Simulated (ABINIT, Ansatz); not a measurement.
# Quasiparticle gap of Rb2LiAlF6 (Fm-3m) in ABINIT, part 2 of 3

Wanted: ground state, empty states, screening and self-energy for Rb2LiAlF6 (Fm-3m).

ABINIT 10.8.3; PBEsol and many-body steps on it, plane waves. Known limits of the many-body steps: short of the basis limit; no spin-orbit coupling; coarse k mesh.

So far. Step 2 (Ground state): The gap is direct, at Γ.

## (3) Bands along the symmetry lines

Level of this step: DFT, PBEsol, plane waves, norm-conserving pseudopotentials (ABINIT).

Levels along a band path, at the cheap level, show where the edges lie and whether the meshes to come will hold them.

Input file run.abi:

```
acell 3*1.0 Angstrom
rprim 
  0.000000000000 4.113943000000 4.113943000000
  4.113943000000 0.000000000000 4.113943000000
  4.113943000000 4.113943000000 -0.000000000000
ntypat 4
znucl 37 3 13 9
natom 10
typat 1 1 2 3 4 4 4 4 4 4
xred 
  0.750000000000 0.750000000000 0.750000000000
  0.250000000000 0.250000000000 0.250000000000
  0.500000000000 0.500000000000 0.500000000000
  0.000000000000 -0.000000000000 -0.000000000000
  0.774175000000 0.225825000000 0.225825000000
  0.225825000000 0.225825000000 0.774175000000
  0.225825000000 0.774175000000 0.774175000000
  0.225825000000 0.774175000000 0.225825000000
  0.774175000000 0.225825000000 0.774175000000
  0.774175000000 0.774175000000 0.225825000000
pp_dirpath "pseudos"
pseudos "Rb.upf, Li.upf, Al.upf, F.upf"
ecut 36
iscf -2
irdden 1
kptopt 0
nkpt 26
kpt 
  0.00000000 0.00000000 0.00000000
  0.12500000 0.00000000 0.12500000
  0.25000000 0.00000000 0.25000000
  0.37500000 0.00000000 0.37500000
  0.50000000 0.00000000 0.50000000
  0.53125000 0.06250000 0.53125000
  0.56250000 0.12500000 0.56250000
  0.59375000 0.18750000 0.59375000
  0.62500000 0.25000000 0.62500000
  0.37500000 0.37500000 0.75000000
  0.28125000 0.28125000 0.56250000
  0.18750000 0.18750000 0.37500000
  0.09375000 0.09375000 0.18750000
  0.00000000 0.00000000 0.00000000
  0.12500000 0.12500000 0.12500000
  0.25000000 0.25000000 0.25000000
  0.37500000 0.37500000 0.37500000
  0.50000000 0.50000000 0.50000000
  0.50000000 0.43750000 0.56250000
  0.50000000 0.37500000 0.62500000
  0.50000000 0.31250000 0.68750000
  0.50000000 0.25000000 0.75000000
  0.50000000 0.18750000 0.68750000
  0.50000000 0.12500000 0.62500000
  0.50000000 0.06250000 0.56250000
  0.50000000 0.00000000 0.50000000
istwfk *1
nband 40
nbdbuf 2
tolwfr 1e-08
nstep 40
prtwf 0
prtvol 0
indata_prefix "in"
outdata_prefix "out"
tmpdata_prefix "tmp"
```

On the command line:

```sh
OMP_NUM_THREADS=1 mpirun -n 4 abinit run.abi > log
```

Output:

```text
.Version 10.8.3 of ABINIT. v10.8.2 released Aug 2026.

 Symmetries : space group Fm -3 m (#225); Bravais cF (face-center cubic)
[... echo of the input left out ...]
== DATASET  1 ==================================================================
-   mpi_nproc: 4, omp_nthreads: 1 (-1 if OMP is not activated)

--- !DatasetInfo
iteration_state: {dtset: 1, }
dimensions: {natom: 10, nkpt: 26, mband: 40, nsppol: 1, nspinor: 1, nspden: 1, mpw: 9756, }
cutoff_energies: {ecut:  36.0, pawecutdg:  -1.0, }
electrons: {nelect:   6.60000000E+01, charge:   0.00000000E+00, occopt:   1.00000000E+00, tsmear:   1.00000000E-02, }

 Real(R)+Recip(G) space primitive vectors, cartesian coordinates (Bohr,Bohr^-1):
 R(1)=  0.0000000  7.7742256  7.7742256  G(1)= -0.0643151  0.0643151  0.0643151
 R(2)=  7.7742256  0.0000000  7.7742256  G(2)=  0.0643151 -0.0643151  0.0643151
 R(3)=  7.7742256  7.7742256  0.0000000  G(3)=  0.0643151  0.0643151 -0.0643151
 Unit cell volume ucvol=  9.3972636E+02 bohr^3
 Angles (23,13,12)=  6.00000000E+01  6.00000000E+01  6.00000000E+01 degrees

 getcut: wavevector=  0.0000  0.0000  0.0000  ngfft=  60  60  60
         ecut(hartree)=     36.000   => boxcut(ratio)=   2.02052

--- Pseudopotential description ------------------------------------------------
- Rb Generated using ONCVPSP code by D. R. Hamann
- 37.00000   9.00000  180301                  znucl, zion, pspdat
12 -116133 2 -1 2280                          pspcod,pspxc,lmax,lloc,mmax
     nproj     2     2     2
  pspatm : epsatm=   34.48401057
         --- l  ekb(1:nproj) -->
             0    8.196957   -0.477221
             1    3.231347   -0.378736
             2   -1.047201    0.996637
 pspatm: atomic psp has been read  and splines computed

- Li Generated using ONCVPSP code by D. R. Hamann
-  3.00000   3.00000  180301                  znucl, zion, pspdat
12 -116133 1 -1 1944                          pspcod,pspxc,lmax,lloc,mmax
     nproj     2     2     0
  pspatm : epsatm=    2.60875052
         --- l  ekb(1:nproj) -->
[...]
pspatm: atomic psp has been read  and splines computed

- Al Generated using ONCVPSP code by D. R. Hamann
- 13.00000   3.00000  180301                  znucl, zion, pspdat
12 -116133 2 -1 1876                          pspcod,pspxc,lmax,lloc,mmax
     nproj     2     2     2
  pspatm : epsatm=    0.68509285
         --- l  ekb(1:nproj) -->
[...]
pspatm: atomic psp has been read  and splines computed

- F Generated using ONCVPSP code by D. R. Hamann
-  9.00000   7.00000  180301                  znucl, zion, pspdat
12 -116133 2 -1 832                           pspcod,pspxc,lmax,lloc,mmax
     nproj     2     2     1
  pspatm : epsatm=    4.89824381
         --- l  ekb(1:nproj) -->
[...]
2   -2.394754
 pspatm: atomic psp has been read  and splines computed

[...]
Non-SCF case, kpt   26 (  0.50000  0.00000  0.50000), residuals and eigenvalues=
[...]
-7.8640E-02 -6.7482E-02 -6.0297E-02 -6.0297E-02 -5.6428E-02 -5.6428E-02
 -4.9172E-02 -4.9172E-02 -3.6698E-02  3.1813E-01  3.3397E-01  3.4839E-01
[...]
--- !ResultsGS
iteration_state: {dtset: 1, }
comment   : Summary of ground state results
lattice_vectors:
- [  0.0000000,   7.7742256,   7.7742256, ]
- [  7.7742256,   0.0000000,   7.7742256, ]
- [  7.7742256,   7.7742256,  -0.0000000, ]
lattice_lengths: [  10.99442,   10.99442,   10.99442, ]
lattice_angles: [ 60.000,  60.000,  60.000, ] # degrees, (23, 13, 12)
lattice_volume:   9.3972636E+02
convergence: {deltae:  0.000E+00, res2:  0.000E+00, residm:  9.988E-09, diffor:  0.000E+00, }
etotal    :  -2.11574078E+02
entropy   :   0.00000000E+00
fermie    :  -3.60484813E-02
cartesian_stress_tensor: null
pressure_GPa: null
xred      :
- [  7.5000E-01,   7.5000E-01,   7.5000E-01, Rb]
- [  2.5000E-01,   2.5000E-01,   2.5000E-01, Rb]
- [  5.0000E-01,   5.0000E-01,   5.0000E-01, Li]
- [  0.0000E+00,   0.0000E+00,   0.0000E+00, Al]
- [  7.7417E-01,   2.2582E-01,   2.2582E-01,  F]
- [  2.2582E-01,   2.2582E-01,   7.7417E-01,  F]
- [  2.2582E-01,   7.7417E-01,   7.7417E-01,  F]
- [  2.2582E-01,   7.7417E-01,   2.2582E-01,  F]
- [  7.7417E-01,   2.2582E-01,   7.7417E-01,  F]
- [  7.7417E-01,   7.7417E-01,   2.2582E-01,  F]
cartesian_forces: null
force_length_stats: {min: null, max: null, mean: null, }

 Integrated electronic density in atomic spheres:
 ------------------------------------------------
 Atom  Sphere_radius  Integrated_density
[...]
================================================================================

 ----iterations are completed or convergence reached----

 Mean square residual over all n,k,spin=   56.175E-10; max=  99.875E-10
 reduced coordinates (array xred) for   10 atoms
[...]
0.774175      0.225825      0.774175
       0.774175      0.774175      0.225825

 cartesian coordinates (angstrom) at end:
[...]
9      4.113943     6.369824     4.113943
   10      4.113943     4.113943     6.369824
 length scales=  1.889726  1.889726  1.889726 bohr
              =  1.000000  1.000000  1.000000 angstroms
 prteigrs : about to open file out_EIG
 Eigenvalues (hartree) for nkpt=  26  k points:
 kpt#   1, nband= 40, wtk=  1.00000, kpt=  0.0000  0.0000  0.0000 (reduced coord)
[...]
kpt#   2, nband= 40, wtk=  1.00000, kpt=  0.1250  0.0000  0.1250 (reduced coord)
[...]
kpt#   3, nband= 40, wtk=  1.00000, kpt=  0.2500  0.0000  0.2500 (reduced coord)
[...]
kpt#  25, nband= 40, wtk=  1.00000, kpt=  0.5000  0.0625  0.5625 (reduced coord)
[...]
kpt#  26, nband= 40, wtk=  1.00000, kpt=  0.5000  0.0000  0.5000 (reduced coord)
[...]
-0.07864   -0.06748   -0.06030   -0.06030   -0.05643   -0.05643   -0.04917   -0.04917
  -0.03670    0.31813    0.33397    0.34839    0.35913    0.37762    0.38726    0.38726

== END DATASET(S) ==============================================================
================================================================================

 -outvars: echo values of variables after computation  --------
            nband          40
             nkpt          26
          spgroup         225
 [... the other variables as echoed above ...]

 Calculation completed.
```

Wall time 76 s (4 MPI ranks of Intel Xeon Platinum 8488C (Sapphire Rapids), shared host); peak memory 0.53 GiB.

This step gave:

```yaml
gap: 7.106 eV
k_of_the_valence_top: 0, 0, 0
k_of_the_conduction_bottom: 0, 0, 0
least_direct_gap: 7.106 eV
```

The gap is 7.106 eV, as in the run before at this level.

The electronic bands at the labelled points (eV, zero at the top of the highest filled band):

| point | band 30 | band 31 | band 32 | band 33 | band 34 | band 35 | band 36 | band 37 |
| --- | --- | --- | --- | --- | --- | --- | --- | --- |
| Γ | -0.33 | 0.00 | 0.00 | 0.00 | 7.11 | 9.73 | 9.73 | 9.73 |
| halfway | -0.44 | -0.17 | -0.17 | -0.01 | 8.05 | 9.98 | 10.22 | 10.44 |
| X | -0.55 | -0.36 | -0.36 | -0.02 | 9.64 | 10.07 | 10.46 | 10.75 |
| halfway | -0.54 | -0.35 | -0.34 | -0.04 | 9.73 | 10.09 | 10.42 | 10.84 |
| U | -0.51 | -0.32 | -0.29 | -0.08 | 9.98 | 10.03 | 10.17 | 10.92 |
| jump to K | -0.51 | -0.32 | -0.29 | -0.08 | 9.98 | 10.03 | 10.17 | 10.92 |
| halfway | -0.38 | -0.13 | -0.13 | -0.08 | 8.14 | 9.99 | 10.33 | 10.37 |
| Γ | -0.33 | 0.00 | 0.00 | 0.00 | 7.11 | 9.73 | 9.73 | 9.73 |
| halfway | -0.37 | -0.09 | -0.09 | -0.06 | 7.82 | 9.85 | 10.14 | 10.14 |
| L | -0.41 | -0.17 | -0.17 | -0.14 | 9.09 | 9.37 | 10.74 | 10.74 |
| halfway | -0.47 | -0.27 | -0.17 | -0.16 | 9.48 | 9.66 | 10.61 | 11.00 |
| W | -0.54 | -0.37 | -0.17 | -0.17 | 10.18 | 10.29 | 10.29 | 10.38 |
| halfway | -0.55 | -0.37 | -0.29 | -0.06 | 9.82 | 10.12 | 10.43 | 10.86 |
| X | -0.55 | -0.36 | -0.36 | -0.02 | 9.64 | 10.07 | 10.46 | 10.75 |

## (4) Empty states on the mesh, 2×2×2 mesh, 111 bands

The sums over transitions need many empty states on a uniform mesh; this step solves for them.

Input file run.abi:

```
acell 3*1.0 Angstrom
rprim 
  0.000000000000 4.113943000000 4.113943000000
  4.113943000000 0.000000000000 4.113943000000
  4.113943000000 4.113943000000 -0.000000000000
ntypat 4
znucl 37 3 13 9
natom 10
typat 1 1 2 3 4 4 4 4 4 4
xred 
  0.750000000000 0.750000000000 0.750000000000
  0.250000000000 0.250000000000 0.250000000000
  0.500000000000 0.500000000000 0.500000000000
  0.000000000000 -0.000000000000 -0.000000000000
  0.774175000000 0.225825000000 0.225825000000
  0.225825000000 0.225825000000 0.774175000000
  0.225825000000 0.774175000000 0.774175000000
  0.225825000000 0.774175000000 0.225825000000
  0.774175000000 0.225825000000 0.774175000000
  0.774175000000 0.774175000000 0.225825000000
pp_dirpath "pseudos"
pseudos "Rb.upf, Li.upf, Al.upf, F.upf"
ecut 36
ngkpt 2 2 2
nshiftk 1
shiftk 0 0 0
kptopt 1
chksymbreak 0
iscf -2
irdden 1
istwfk *1
nband 111
nbdbuf 10
tolwfr 1e-09
nstep 60
prtvol 0
indata_prefix "in"
outdata_prefix "out"
tmpdata_prefix "tmp"
```

Output:

```text
.Version 10.8.3 of ABINIT. v10.8.2 released Aug 2026.

 Symmetries : space group Fm -3 m (#225); Bravais cF (face-center cubic)
[... echo of the input left out ...]
== DATASET  1 ==================================================================
-   mpi_nproc: 4, omp_nthreads: 1 (-1 if OMP is not activated)
-    --> not optimal distribution: autoparal keyword recommended in input file <--

--- !DatasetInfo
iteration_state: {dtset: 1, }
dimensions: {natom: 10, nkpt: 3, mband: 111, nsppol: 1, nspinor: 1, nspden: 1, mpw: 9756, }
cutoff_energies: {ecut:  36.0, pawecutdg:  -1.0, }
electrons: {nelect:   6.60000000E+01, charge:   0.00000000E+00, occopt:   1.00000000E+00, tsmear:   1.00000000E-02, }

 Real(R)+Recip(G) space primitive vectors, cartesian coordinates (Bohr,Bohr^-1):
 R(1)=  0.0000000  7.7742256  7.7742256  G(1)= -0.0643151  0.0643151  0.0643151
 R(2)=  7.7742256  0.0000000  7.7742256  G(2)=  0.0643151 -0.0643151  0.0643151
 R(3)=  7.7742256  7.7742256  0.0000000  G(3)=  0.0643151  0.0643151 -0.0643151
 Unit cell volume ucvol=  9.3972636E+02 bohr^3
 Angles (23,13,12)=  6.00000000E+01  6.00000000E+01  6.00000000E+01 degrees

 getcut: wavevector=  0.0000  0.0000  0.0000  ngfft=  60  60  60
         ecut(hartree)=     36.000   => boxcut(ratio)=   2.02052

--- Pseudopotential description ------------------------------------------------
- Rb Generated using ONCVPSP code by D. R. Hamann
- 37.00000   9.00000  180301                  znucl, zion, pspdat
12 -116133 2 -1 2280                          pspcod,pspxc,lmax,lloc,mmax
     nproj     2     2     2
  pspatm : epsatm=   34.48401057
         --- l  ekb(1:nproj) -->
             0    8.196957   -0.477221
             1    3.231347   -0.378736
             2   -1.047201    0.996637
 pspatm: atomic psp has been read  and splines computed

- Li Generated using ONCVPSP code by D. R. Hamann
-  3.00000   3.00000  180301                  znucl, zion, pspdat
12 -116133 1 -1 1944                          pspcod,pspxc,lmax,lloc,mmax
     nproj     2     2     0
  pspatm : epsatm=    2.60875052
         --- l  ekb(1:nproj) -->
[...]
pspatm: atomic psp has been read  and splines computed

- Al Generated using ONCVPSP code by D. R. Hamann
- 13.00000   3.00000  180301                  znucl, zion, pspdat
12 -116133 2 -1 1876                          pspcod,pspxc,lmax,lloc,mmax
     nproj     2     2     2
  pspatm : epsatm=    0.68509285
         --- l  ekb(1:nproj) -->
[...]
pspatm: atomic psp has been read  and splines computed

- F Generated using ONCVPSP code by D. R. Hamann
-  9.00000   7.00000  180301                  znucl, zion, pspdat
12 -116133 2 -1 832                           pspcod,pspxc,lmax,lloc,mmax
     nproj     2     2     1
  pspatm : epsatm=    4.89824381
         --- l  ekb(1:nproj) -->
[...]
2   -2.394754
[...]
-1.5701E+00 -8.4891E-01 -8.4225E-01 -7.7361E-01 -7.5596E-01 -7.5596E-01
 -7.5596E-01 -7.4626E-01 -7.4626E-01 -2.7875E-01 -2.7875E-01 -2.7875E-01
 -2.6518E-01 -2.6518E-01 -2.6518E-01 -1.9495E-01 -1.3157E-01 -1.3157E-01
[...]
1.1882E+00  1.1882E+00  1.1882E+00  1.2240E+00  1.2240E+00  1.2250E+00
  1.2889E+00  1.3313E+00  1.3457E+00  1.3457E+00  1.3457E+00  1.4318E+00
[...]
prteigrs : prtvol=0 or 1, do not print more k-points.

--- !ResultsGS
iteration_state: {dtset: 1, }
comment   : Summary of ground state results
lattice_vectors:
- [  0.0000000,   7.7742256,   7.7742256, ]
- [  7.7742256,   0.0000000,   7.7742256, ]
- [  7.7742256,   7.7742256,  -0.0000000, ]
lattice_lengths: [  10.99442,   10.99442,   10.99442, ]
lattice_angles: [ 60.000,  60.000,  60.000, ] # degrees, (23, 13, 12)
lattice_volume:   9.3972636E+02
convergence: {deltae:  0.000E+00, res2:  0.000E+00, residm:  9.881E-10, diffor:  0.000E+00, }
etotal    :  -2.11574078E+02
entropy   :   0.00000000E+00
fermie    :  -3.60484813E-02
cartesian_stress_tensor: null
pressure_GPa: null
xred      :
- [  7.5000E-01,   7.5000E-01,   7.5000E-01, Rb]
- [  2.5000E-01,   2.5000E-01,   2.5000E-01, Rb]
- [  5.0000E-01,   5.0000E-01,   5.0000E-01, Li]
- [  0.0000E+00,   0.0000E+00,   0.0000E+00, Al]
- [  7.7417E-01,   2.2582E-01,   2.2582E-01,  F]
- [  2.2582E-01,   2.2582E-01,   7.7417E-01,  F]
- [  2.2582E-01,   7.7417E-01,   7.7417E-01,  F]
- [  2.2582E-01,   7.7417E-01,   2.2582E-01,  F]
- [  7.7417E-01,   2.2582E-01,   7.7417E-01,  F]
- [  7.7417E-01,   7.7417E-01,   2.2582E-01,  F]
cartesian_forces: null
force_length_stats: {min: null, max: null, mean: null, }

 Integrated electronic density in atomic spheres:
 ------------------------------------------------
 Atom  Sphere_radius  Integrated_density
[...]
================================================================================

 ----iterations are completed or convergence reached----

 Mean square residual over all n,k,spin=   50.092E-11; max=  98.808E-11
 reduced coordinates (array xred) for   10 atoms
[...]
0.774175      0.225825      0.774175
       0.774175      0.774175      0.225825

 cartesian coordinates (angstrom) at end:
    1      6.170915     6.170915     6.170915
    2      2.056971     2.056971     2.056971
    3      4.113943     4.113943     4.113943
[...]
9      4.113943     6.369824     4.113943
   10      4.113943     4.113943     6.369824
 length scales=  1.889726  1.889726  1.889726 bohr
              =  1.000000  1.000000  1.000000 angstroms
 prteigrs : about to open file out_EIG
 Eigenvalues (hartree) for nkpt=   3  k points:
 kpt#   1, nband=111, wtk=  0.12500, kpt=  0.0000  0.0000  0.0000 (reduced coord)
[...]
1.09255    1.09255    1.09255    1.17081    1.17081    1.18236    1.18236    1.18236
   1.18822    1.18822    1.18822    1.22399    1.22399    1.22496    1.28892    1.33132
   1.34568    1.34568    1.34568    1.43178    1.43276    1.43350    1.43647
 prteigrs : prtvol=0 or 1, do not print more k-points.

== END DATASET(S) ==============================================================
================================================================================

 -outvars: echo values of variables after computation  --------
            nband         111
             nkpt           3
          spgroup         225
 [... the other variables as echoed above ...]

 Calculation completed.
```

Run time: 41 s. Hardware: 4 MPI ranks; peak memory 0.44 GiB.

This step gave:

* gap: 7.106 eV
* k of the valence top: 0, 0, 0
* k of the conduction bottom: 0, 0, 0
* least direct gap: 7.106 eV
* k points computed: 3
* lowest point of the top converged band, above the valence top: 34.29 eV

On this mesh the gap is 7.106 eV.

## (5) Screening, 2×2×2 mesh, 101 bands, screening to 98 eV

The RPA dielectric matrix is built and inverted for each q.

This step: RPA screening on PBEsol, plane waves, norm-conserving pseudopotentials.

run.abi: that of step 4 with these lines changed.

```diff
@@ -28,10 +28,11 @@
 chksymbreak 0
-iscf -2
-irdden 1
 istwfk *1
-nband 111
-nbdbuf 10
-tolwfr 1e-09
-nstep 60
-prtvol 0
+occopt 1
+irdwfk 1
+optdriver 3
+nband 101
+ecuteps 3.6
+inclvkb 2
+awtr 1
+symchi 1
 indata_prefix "in"
```

Output:

```text
.Version 10.8.3 of ABINIT. v10.8.2 released Aug 2026.

 Symmetries : space group Fm -3 m (#225); Bravais cF (face-center cubic)
[... echo of the input left out ...]
== DATASET  1 ==================================================================
-   mpi_nproc: 4, omp_nthreads: 1 (-1 if OMP is not activated)

--- !DatasetInfo
iteration_state: {dtset: 1, }
dimensions: {natom: 10, nkpt: 3, mband: 101, nsppol: 1, nspinor: 1, nspden: 1, mpw: 9756, }
cutoff_energies: {ecut:  36.0, pawecutdg:  -1.0, }
electrons: {nelect:   6.60000000E+01, charge:   0.00000000E+00, occopt:   1.00000000E+00, tsmear:   1.00000000E-02, }

 SCREENING: Calculation of the susceptibility and dielectric matrices

 Based on a program developped by R.W. Godby, V. Olevano, G. Onida, and L. Reining.
 Incorporated in ABINIT by V. Olevano, G.-M. Rignanese, and M. Torrent.
.Using double precision arithmetic ; gwpc =  8

[... cell and pseudopotentials left out ...]
--------------------------------------------------------------------------------

 ==== K-mesh for the wavefunctions ====
 Number of points in the irreducible wedge :     3
[... list of points left out ...]
 Together with 48 symmetry operations and time-reversal symmetry
 yields     8 points in the full Brillouin Zone.

 ==== Q-mesh for the screening function ====
 Number of points in the irreducible wedge :     3
[... list of points left out ...]
 Together with 48 symmetry operations and time-reversal symmetry
 yields     8 points in the full Brillouin Zone.

 setmesh: FFT mesh size selected  =    40x   40x   40
          total number of points  =        64000

 vcoul_init : cutoff-mode = AUXILIARY_FUNCTION
 q-points for optical limit:   1
     1)      0.000010    0.000020    0.000030

- screening: taking advantage of time-reversal symmetry
- Maximum band index for partially occupied states nbvw = 33
- Remaining bands to be divided among processors   nbcw = 68
- Number of bands treated by each node ~17

 Number of electrons calculated from density =   66.0000; Expected =   66.0000
 average of density, n =  0.070233
 r_s =    1.5036
 omega_plasma =   25.5639 [eV]

 calculating chi0 at frequencies [eV] :
  1    0.000000E+00    0.000000E+00
  2    0.000000E+00    2.556389E+01

--------------------------------------------------------------------------------
  q-point number  1        q = ( 0.000000, 0.000000, 0.000000) [r.l.u.]
--------------------------------------------------------------------------------
[... chi0 elements left out ...]
 For q-point:  0.000010 0.000020 0.000030
  dielectric constant =   2.0673
  dielectric constant without local fields =   2.2351

  Average fulfillment of the sum rule on Im[epsilon] for q-point    1 :     34.83  [%]
[... wings left out ...]
  q-point number  2        q = ( 0.500000, 0.000000, 0.000000) [r.l.u.]
--------------------------------------------------------------------------------
[... chi0 elements left out ...]
  Average fulfillment of the sum rule on Im[epsilon] for q-point    2 :     41.17  [%]

 [... 1 further q-points ...]
```

The job ended after 31 s (4 MPI ranks; peak memory 1.5 GiB).

Numbers from this step:

```
ε∞ with local fields, on this mesh    : 2.067
ε∞ without local fields, on this mesh : 2.235
plasma frequency                      : 25.56 eV
plane waves in the screening matrix   : 331
```

Local fields lower ε∞ by 8 %. On a Γ-centred mesh this coarse the value itself is usually too large, while a short band sum pulls it down.

(Part 2 of 3 ends here.)

[Long decimals in the printed logs are rounded to 6 places.]

[Logs are printed without paths, hosts, clocks, repeated set-up lines and the standing remarks that a program may print on its own settings, such as how far it seeks lower states.]

[Paths, hosts, dates, memory and timing lines, banners, echoed tables and standing remarks are left out of the program output; an Ansatz launch command may be rebuilt from the run's recorded settings. Measured values are a selection of at most five: reports struck by readers or far from the other reports are left out. None is set beside runs whose start may be inverted or whose files or cutoffs have a known fault.]

[Runs of the session that timed out or met a known fault of the program may be left out.]

[Hosts, paths, dates, database ids (printed as entryN), source tags and the programs' standing remarks are cut or masked in the printed files.]

[G0W0 gaps are taken among the corrected bands and points alone; a level outside them can change the order at an edge.]

[Where Ansatz stands beside ABINIT at settings called matched, ABINIT's density can come from a denser mesh and the files from another edition; pairs whose starting gaps differed by over 0.03 eV were left out, so agreement reads better than it is.]
